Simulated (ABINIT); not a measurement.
## ZnS (P6_3mc): refractive index against wavelength

The refractive index of ZnS (P6_3mc) along x below the direct gap (2.25 eV on the mesh) is read from one computed spectrum, n = √(Re ε). x, y and z are the Cartesian axes of the input cell.

Symmetry: P6_3mc, No. 186, hexagonal system. Conventional cell: a = 3.811 Å, b = 3.811 Å, c = 6.234 Å, α = 90.00°, β = 90.00°, γ = 120.00°. Around Zn on site b lie 4 S at 2.31 to 2.40 Å. S on site b has 4 Zn at 2.31 to 2.40 Å as nearest neighbours.

Method: ABINIT 10.8.3, PBE, independent particles, k-mesh 10×10×5, Lorentzian half width 0.05 eV.

Launch of the response step: `optic optic.abi`. The run took 2.4 min, its band step included, on 4 threads of AMD EPYC 9R45 96-Core Processor (Zen 5), on a shared host.

| wavelength (nm) | photon energy E (eV) | n |
| --- | --- | --- |
| 3000 | 0.413 | 2.4916 |
| 2000 | 0.620 | 2.4989 |
| 1550 | 0.800 | 2.5079 |
| 1310 | 0.946 | 2.5171 |
| 1064 | 1.165 | ? |
| 850 | 1.459 | 2.5663 |

In the single-oscillator model n² − 1 = E₀E_d/(E₀² − E²), so 1/(n² − 1) = E₀/E_d − E²/(E₀E_d) is linear in E².

Working, on the rows shown:

| x = E² (eV²) | y = 1/(n² − 1) |
| --- | --- |
| 0.170801 | 0.19201 |
| 0.384302 | 0.190676 |
| 0.639837 | 0.189052 |
| 0.895757 | 0.187414 |
| 2.12762 | 0.179022 |

Means: x̄ = 0.84366, ȳ = 0.18763. Σ(x − x̄)(y − ȳ) = -0.0157, Σ(x − x̄)² = 2.357. Slope = -0.0157 / 2.357 = -0.006662; intercept = ȳ − slope · x̄ = 0.19325. Turned back into n, the line misses the rows shown by at most 0.00071.

Question: Fill in the last column of the withheld row.

Answer: At x = 1.3578 the line gives y = 0.18421, that is 2.5355. The run gave 2.5345, so the interpolation is off by 0.00097, 1.3 % of the range in the table.

Refitted with all rows, the slope is -0.006634 and the intercept 0.19326. These give E₀ = √(intercept/−slope) = 5.40 eV and E_d = E₀/intercept = 27.9 eV; E₀ is 2.4 times the direct gap. The electronic limit at long wavelengths, without lattice vibrations, is n = √(1 + 1/intercept) = 2.485. The cell comes from an older database entry, whose edges can be off by a per cent or so. Excitons are left out and so are local fields; PBE gaps are as a rule too small. The values come from a sum over the points of one k-mesh and carry its error, which grows as the direct gap shrinks.
